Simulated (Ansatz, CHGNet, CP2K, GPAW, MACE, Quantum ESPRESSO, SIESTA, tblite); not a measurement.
# (9,9) carbon nanotube bundle (108 atoms) in GPAW

Aim: run (9,9) carbon nanotube bundle (108 atoms) in GPAW and see how near its forces come to a plane-wave reference, and at what cost.

Method: the method is named at each step, in GPAW 26.7.0.

## 1. The starting structure

The cell holds 108 atoms: 108 C. Cell: a = 15.506 Å, b = 15.506 Å, c = 7.380 Å, α = 90.0°, β = 90.0°, γ = 120.0°. It derives from C (graphene). Graphene sheet (a = 2.46 Å) rolled into a (9,9) tube of diameter 12.21 Å, 3 periods, hexagonal bundle with 3.3 Å between walls; not relaxed, displaced by a Gaussian of 0.02 Å. Then every atom was moved at random, 0.02 Å r.m.s. a Cartesian component. The structure's axis is c.

The yardstick, on the same geometry:

| Item | Value |
| --- | --- |
| method | Kohn-Sham DFT, PBE, SSSP efficiency 1.3.0 pseudopotentials, plane waves (Quantum ESPRESSO 7.5); sssp-pbe-1.3.0-efficiency, cutoffs 45/360 Ry, Γ point |
| r.m.s. force component | 1.652 eV/Å |
| longest force | 9.299 eV/Å |
| pressure | 3.581 GPa |
| time | 3 min on 4 MPI ranks of Arm Neoverse V1, shared host |
| CPU time | 12 min |

## 2. PBE, LCAO dzp, h 0.2 Å

Method: Kohn-Sham DFT, PBE, PAW, atomic orbitals (dzp).

Input file run.py:

```python
import numpy as np
from ase.io import read
from gpaw import GPAW, FermiDirac
from ase.parallel import parprint as print

atoms = read("structure.xyz")
atoms.calc = GPAW(
    mode="lcao",
    basis="dzp",
    h=0.2,
    xc="PBE",
    kpts={"size": (1, 1, 1), "gamma": True},
    occupations=FermiDirac(0.05),
    maxiter=200,
    symmetry={"point_group": False},
    txt="gpaw.txt",
)
energy = atoms.get_potential_energy(force_consistent=True)
forces = atoms.get_forces()
print(f"energy {energy:.6f} eV")
print("forces (eV/A)")
for i, (a, f) in enumerate(zip(atoms, forces)):
    print(f"{i:4d} {a.symbol:2s} {f[0]:10.5f} {f[1]:10.5f} {f[2]:10.5f}")
print(f"Fermi level {atoms.calc.get_fermi_level():.4f} eV")
for k in range(len(atoms.calc.get_ibz_k_points())):
    for s in range(atoms.calc.get_number_of_spins()):
        e = atoms.calc.get_eigenvalues(kpt=k, spin=s)
        n = np.searchsorted(e, atoms.calc.get_fermi_level())
        print(f"k {k} spin {s} levels about the Fermi level:", np.round(e[max(n - 6, 0):n], 4).tolist(), "|", np.round(e[n:n + 6], 4).tolist())
```

Input file structure.xyz:

```xyz
108
Lattice="15.50642 0.00000 0.00000 -7.75321 13.42896 0.00000 0.00000 0.00000 7.38000" Properties=species:S:1:pos:R:3 pbc="T T T"
C 6.05068 0.68582 1.23681
C 5.94338 1.43730 7.34192
C 5.42399 2.74542 0.02074
C 5.12952 3.35831 1.18154
C 4.19658 4.44512 1.21866
C 3.66541 4.90640 7.37557
C 2.39093 5.56228 2.48795
C 1.76052 5.78318 1.22560
C 0.36076 6.12535 1.21453
C -0.38495 6.08856 0.00812
C -1.71354 5.85516 0.00768
C -2.42435 5.61263 1.24213
C 11.87931 4.94105 1.21150
C 11.31984 4.44230 2.46462
C 10.35883 3.37940 2.49392
C 10.04490 2.74837 1.27932
C 9.57258 1.45060 1.20442
C 9.38859 0.70515 7.32679
C 1.67485 12.70809 7.35048
C 1.79626 12.06404 1.19445
C 2.29836 10.70960 1.18338
C 2.64020 10.05869 7.33638
C 3.55268 8.96813 0.01579
C 4.11261 8.52014 1.23394
C 5.36096 7.82895 1.26205
C 5.98369 7.57863 7.34199
C 7.37447 7.33987 7.35742
C 8.09823 7.33382 1.24021
C 9.48210 7.52680 1.22788
C 10.18942 7.83016 7.35801
C -4.13145 8.56620 0.00111
C -3.54291 8.97135 1.19814
C -2.65625 10.08219 1.27394
C -2.32961 10.66219 2.47924
C -1.79316 12.02510 2.48876
C -1.70036 12.73831 1.20803
C 6.01804 0.70314 3.72432
C 5.97183 1.36949 2.50330
C 5.45586 2.72218 2.49474
C 5.12379 3.31642 3.66181
C 4.17293 4.42565 3.72070
C 3.64471 4.90708 2.42049
C 2.40753 5.60471 4.92349
C 1.74323 5.88027 3.67605
C 0.30710 6.10333 3.66675
C -0.36820 6.07754 2.47119
C -1.73625 5.85744 2.45968
C -2.44389 5.63788 3.66004
C 11.80713 4.91621 3.71288
C 11.33481 4.46043 4.90526
C 10.42667 3.34757 4.89006
C 10.04041 2.73091 3.67421
C 9.59669 1.43569 3.69605
C 9.45535 0.72490 2.42743
C 1.70509 12.72099 2.46034
C 1.80340 12.04900 3.69207
[... 48 atom lines left out ...]
C -2.65144 10.06850 6.15831
C -2.33821 10.68139 0.02089
C -1.84061 12.00737 7.33705
C -1.75602 12.68782 6.15558
```

Command:

```bash
$ OMP_NUM_THREADS=1 mpirun -np 2 gpaw python run.py > output.txt
```

The program printed:

```text
energy -943.540452 eV
forces (eV/A)
   0 C     0.25727    2.45141   -0.61150
   1 C     0.23373   -2.11423    3.24621
   2 C     1.10815   -0.30789   -3.17512
   3 C    -0.80596    0.64660    4.58001
   4 C     0.44316   -0.02259   -0.49462
   5 C    -1.15159    0.66990    0.05145
   6 C     0.65697    0.41993   -1.78219
   7 C    -2.29793    1.41442    0.69220
   8 C    -0.20301   -0.79251    1.50876
   9 C     3.40775    1.16168    0.64045
  10 C    -4.63198   -0.86140   -0.68761
  11 C     1.84320    0.99527   -1.53054
  12 C    -2.51779   -2.08001    1.03892
  13 C    -0.41383    0.67135   -0.14805
  14 C     0.86488    0.62471   -1.52468
  15 C     0.08478    1.30854   -2.75835
  16 C    -0.97121   -2.43388   -0.01792
  17 C     0.31792    0.37790    2.79470
  18 C    -0.47291    0.91444    0.16440
  19 C     0.63286   -2.34917    1.48006
  20 C     0.30136   -0.72696    1.15416
  21 C    -0.33685    0.49708    0.73988
  22 C     0.41114   -0.03596   -1.41078
  23 C     0.34380   -0.45694    0.12363
[...]
100 C     2.67114    0.38444   -0.99202
 101 C    -2.32015   -1.09174    0.40508
 102 C     0.02653   -0.76177    1.90594
 103 C     0.71547    0.76851   -3.57279
 104 C    -0.34958    0.07881    1.44954
 105 C     0.74086   -0.06620   -0.69525
 106 C    -0.03581   -0.20401    2.86842
 107 C     0.75619    1.58537   -2.32444
Fermi level 2.2125 eV
k 0 spin 0 levels about the Fermi level: [1.417, 1.5093, 1.5821, 1.6518, 2.0484, 2.2118] | [2.2262, 2.3214, 3.1952, 3.3068, 3.3865, 3.4634]
```

gpaw.txt:

```text
Input parameters:
  mode=LCAO(),
  basis={'default': 'dzp'},
  h=0.2,
  kpts=MonkhorstPack(size=(1, 1, 1), gamma=True),
  maxiter=200,
  occupations=Occupations(name='fermi-dirac', width=0.05, fixmagmom=False),
  symmetry=Symmetry(point_group=False),
  xc=XC(name='PBE')
Unit cell  # Å
| periodic |         x |         y |        z |   lengths |     angles |
|----------|-----------|-----------|----------|-----------|------------|
|      yes | 15.506420 |  0.000000 | 0.000000 | 15.506420 |  90.000000 |
|      yes | -7.753210 | 13.428960 | 0.000000 | 15.506426 |  90.000000 |
|      yes |  0.000000 |  0.000000 | 7.380000 |  7.380000 | 119.999988 |
Number of symmetries: 1
Symmetry operations  # r_c * U_cc + t_c -> r_c
|   | kind |            matrix            |
|---|------|------------------------------|
| 0 |  E   |  1, 0, 0,  0, 1, 0,  0, 0, 1 |
BZ-sampling:
  Number of BZ points: 1
  Number of IBZ points: 1
  Monkhorst-Pack size: [1, 1, 1]
  Monkhorst-Pack shift: [0, 0, 0]
[... lines left out ...]
        l=1, rc=3.7500 Bohr: 2p-dz split-valence wave
        l=2, rc=6.6719 Bohr: d-type Gaussian polarization
      Number of RI-basis functions 0
Reference energy: -110983.836472  # eV
eigensolver:
density mixing:
  MSR1-Mixer
occupation numbers:
  Fermi-Dirac:
    width: 0.0500  # eV
FastPoissonSolver using
    Stencil: 8*3+1=25 point O(h^6) finite-difference Laplacian
xc functional:
  name: PBE with 2 nearest neighbor stencil
interpolation: tri-quintic # 5. degree polynomial
Initialization done in: 4.565 s
convergence criteria:
- Maximum [total energy] change in last 3 cyles: 0.0005 eV / valence electron
- Maximum integral of absolute [dens]ity change: 0.0001 electrons / valence electron
- Maximum integral of absolute [eigenst]ate change: 4e-08 eV^2 / valence electron
maximum number of iterations: 200
SCF iterations
|iter     |      energy | eigst |  dens |
|---------|-------------|-------|-------|
|iter:   1| -960.471320 |      c|       |
|iter:   2| -957.884648 |      c| -0.90 |
|iter:   3| -943.405442 |      c| -0.93 |
|iter:   4| -946.856683 |      c| -1.58 |
|iter:   5| -943.475248 |      c| -1.68 |
|iter:   6| -943.559257 |      c| -2.13 |
|iter:   7| -943.461116c|      c| -2.30 |
|iter:   8| -943.448316c|      c| -2.77 |
|iter:   9| -943.448539c|      c| -3.41 |
|iter:  10| -943.447430c|      c| -3.46 |
|iter:  11| -943.447385c|      c| -4.02c|
Converged in 11 steps
SCF loop duration: 53.010 s (4.819 s/step)
Energy contributions relative to reference atoms: (reference = -110983.836472)
Energy contributions:
  Kinetic:         840.812865
  Coulomb:        -846.737700
  Zero:             20.954649
  External:          0.000000
  Xc:             -958.384133
  Entropy:          -0.186134
  Spinorbit:         0.000000
  ----------------------------
  Free energy:    -943.540452
  Extrapolated:   -943.447385
dipole moment: (2.644494, -0.279518, 52.980934)  # |e|*Ang
Fermi level: 2.212
Eigenvalues  # (at kpt = [0.000, 0.000, 0.000])
| band index |      eig [eV] | occ [0-2] |
|------------|---------------|-----------|
|          0 |       -17.518 |     2.000 |
|        ... |               |           |
|        208 |         0.505 |     2.000 |
|        209 |         0.641 |     2.000 |
[...]
|        223 |         3.872 |     0.000 |
|        ... |               |           |
|        263 |         9.528 |     0.000 |
Gap: 0.014 eV
Transition (v -> c):
  (s=0, k=0, n=215, [0.00, 0.00, 0.00]) -> (s=0, k=0, n=216, [0.00, 0.00, 0.00])
No difference between direct/indirect transitions
Force computation time: 8.683  # s
```

Wall time 69 s (2 MPI ranks of Arm Neoverse V1, shared host); peak memory 1.4 GiB.

Banners, paths, timers and routine set-up lines are dropped from the logs unmarked, and long logs keep their key lines alone; longer cuts are marked.

Against the reference:

```yaml
r_m_s_force_component: 1.762 eV/Å
r_m_s_difference_of_force_components: 134.9 meV/Å
longest_difference_of_force_vectors: 602.9 meV/Å
force_difference_over_r_m_s_force: 8.164 %
slope_of_forces_against_the_reference_s: 1.065
correlation_of_force_components: 0.9989
```

A closer look about C21, picked at random: 10 atoms, nearest first, numbered in the order of the input, with positions taken from that point.

```tsv
atom	x	y	z	distance (Å)	bonds	Fx	Fy	Fz (eV/Å)
C21	0.00	0.00	0.00	0.00	3	0.30	-0.73	1.15
C22	0.34	-0.65	-1.23	1.43	3	-0.34	0.50	0.74
C20	-0.50	1.35	0.01	1.44	3	0.63	-2.35	1.48
C58	0.41	-0.67	1.24	1.47	3	-2.90	3.46	1.06
C19	-0.62	2.00	-1.21	2.42	3	-0.47	0.91	0.16
C23	1.25	-1.74	-1.17	2.44	3	0.41	-0.04	-1.41
C55	-0.59	2.01	1.28	2.46	3	-0.42	0.74	-0.82
C93	0.02	-0.05	-2.46	2.46	3	-0.82	0.90	1.89
C59	1.27	-1.75	1.29	2.51	3	0.30	-0.62	-1.91
C57	0.02	-0.06	2.54	2.54	3	-0.73	1.69	-4.16
```

Atoms are counted from 1 here, from 0 in the log.

Forces lie 8.2 % from the reference's, at 0.19 times its CPU time (on 2 against 4 cores).

## 3. RPBE, LCAO dzp, h 0.2 Å

Method: Kohn-Sham DFT, RPBE, PAW, atomic orbitals (dzp).

Changes to run.py since step 2:

```diff
@@ -10,3 +10,3 @@
     h=0.2,
-    xc="PBE",
+    xc="RPBE",
     kpts={"size": (1, 1, 1), "gamma": True},
```

structure.xyz is that of step 2.

The program printed:

```text
energy -899.553990 eV
forces (eV/A)
   0 C     0.25334    2.45753   -0.62061
   1 C     0.26820   -2.10804    3.26578
   2 C     1.14403   -0.31068   -3.19909
   3 C    -0.76881    0.69558    4.62569
   4 C     0.47039   -0.02485   -0.49700
   5 C    -1.16693    0.69307    0.05144
   6 C     0.66618    0.40577   -1.78556
   7 C    -2.32018    1.42017    0.69907
   8 C    -0.17737   -0.73007    1.51966
   9 C     3.41096    1.19711    0.64591
  10 C    -4.66846   -0.84916   -0.69617
  11 C     1.83750    0.99769   -1.54616
  12 C    -2.52864   -2.07673    1.04279
  13 C    -0.42343    0.67053   -0.15650
  14 C     0.83023    0.68722   -1.52932
  15 C     0.04774    1.32050   -2.78437
  16 C    -0.98875   -2.43278   -0.02696
  17 C     0.29799    0.37449    2.81905
  18 C    -0.48111    0.92742    0.16466
  19 C     0.61997   -2.38389    1.49241
  20 C     0.25762   -0.72763    1.16987
  21 C    -0.37564    0.46168    0.74391
  22 C     0.38780   -0.05458   -1.42002
  23 C     0.35843   -0.47239    0.11699
[...]
100 C     2.68256    0.37151   -0.99753
 101 C    -2.32195   -1.09189    0.40711
 102 C     0.01299   -0.76271    1.92612
 103 C     0.74266    0.76063   -3.59818
 104 C    -0.30872    0.03672    1.46065
 105 C     0.77764   -0.07457   -0.69961
 106 C    -0.01306   -0.22207    2.89138
 107 C     0.75238    1.59700   -2.34389
Fermi level 2.3506 eV
k 0 spin 0 levels about the Fermi level: [0.7728, 1.5451, 1.6377, 1.711, 1.7813, 2.1869] | [2.3508, 2.3637, 2.4591, 3.3292, 3.4417, 3.5221]
```

gpaw.txt:

```text
Input parameters:
  mode=LCAO(),
  basis={'default': 'dzp'},
  h=0.2,
  kpts=MonkhorstPack(size=(1, 1, 1), gamma=True),
  maxiter=200,
  occupations=Occupations(name='fermi-dirac', width=0.05, fixmagmom=False),
  symmetry=Symmetry(point_group=False),
  xc=XC(name='RPBE')
Unit cell  # Å
| periodic |         x |         y |        z |   lengths |     angles |
[... lines left out ...]
  Fermi-Dirac:
[... lines left out ...]
convergence criteria:
- Maximum [total energy] change in last 3 cyles: 0.0005 eV / valence electron
[... lines left out ...]
Converged in 11 steps
[... lines left out ...]
  Kinetic:         913.513094
  Coulomb:        -911.620245
  Zero:             21.149441
  External:          0.000000
  Xc:             -922.409783
  Entropy:          -0.186496
  Spinorbit:         0.000000
  ----------------------------
  Free energy:    -899.553990
  Extrapolated:   -899.460742
dipole moment: (2.645454, -0.280318, 53.000019)  # |e|*Ang
Fermi level: 2.351
Eigenvalues  # (at kpt = [0.000, 0.000, 0.000])
| band index |      eig [eV] | occ [0-2] |
|------------|---------------|-----------|
|          0 |       -17.469 |     2.000 |
|        ... |               |           |
|        207 |         0.622 |     2.000 |
|        208 |         0.635 |     2.000 |
[...]
|        222 |         3.861 |     0.000 |
|        ... |               |           |
|        263 |         9.672 |     0.000 |
Gap: 0.164 eV
Transition (v -> c):
  (s=0, k=0, n=214, [0.00, 0.00, 0.00]) -> (s=0, k=0, n=215, [0.00, 0.00, 0.00])
No difference between direct/indirect transitions
Force computation time: 8.765  # s
```

Run time: 69 s. Hardware: 2 MPI ranks; peak memory 1.4 GiB; 2.3 min of CPU time.

Numbers from this run, and their distance from the reference:

| Property | Result |
| --- | --- |
| r.m.s. force component | 1.775 eV/Å |
| r.m.s. difference of force components | 154.1 meV/Å |
| longest difference of force vectors | 683.8 meV/Å |
| force difference over r.m.s. force | 9.325 % |
| slope of forces against the reference's | 1.073 |
| correlation of force components | 0.9985 |

Against the first run (8.2 %), the force difference from the reference is 9.3 %, at 1.0 times the CPU time; the model has changed, so this is no error of the program alone.

## 4. Side by side

Differences are against the plane-wave reference, forces as r.m.s. over components; share is that over the reference's r.m.s. force, slope the least-squares factor from reference forces to these. Total energies of different programs have different zeros and aren't compared.

```tsv
run	Δ force, r.m.s. (meV/Å)	share (%)	slope	cores	CPU time	memory (GiB)
reference	-	-	-	4	12 min	4.2
GPAW PBE, LCAO dzp, h 0.2 Å	135	8.16	1.065	2	2.3 min	1.4
GPAW RPBE, LCAO dzp, h 0.2 Å	154	9.32	1.073	2	2.3 min	1.4
```

CPU time is summed over cores on a shared host, where runs went side by side, so it is rough. Symmetry, cutoffs, thresholds, outputs and thread counts weren't matched or tuned between programs; memory under MPI is the largest rank's times the ranks.

## 5. Summary of results

- nearest in forces: GPAW PBE, LCAO dzp, h 0.2 Å, 8.2 %
- its CPU time: 2.3 min

The PBE run in local orbitals differs by 8.2 % (GPAW PBE, LCAO dzp, h 0.2 Å); basis, grid and potentials can all enter. Rows with another functional or a dispersion term differ by 9.3 % (GPAW RPBE, LCAO dzp, h 0.2 Å), which mixes the change of model with differences of basis and potentials. Of the electronic-structure runs that take under half the reference's CPU time, GPAW PBE, LCAO dzp, h 0.2 Å comes nearest, at 8.2 % in 2.3 min against 12 min. The reference's pressure of 3.6 GPa belongs to a cell and atoms that aren't relaxed at this level. The electronic-structure runs sample only Γ, in a cell whose shortest periodic width is 7 Å, which is coarse for a cell with partly filled levels.

[Also dropped from logs without a mark: logging warnings of Python, and SIESTA's first energy breakdown and zero terms.]

[Logs are printed without paths, hosts, clocks, repeated set-up lines and the standing remarks that a program may print on its own settings, such as how far it seeks lower states.]

[Hosts, paths, dates, database ids (printed as entryN), source tags and the programs' standing remarks are cut or masked in the printed files.]
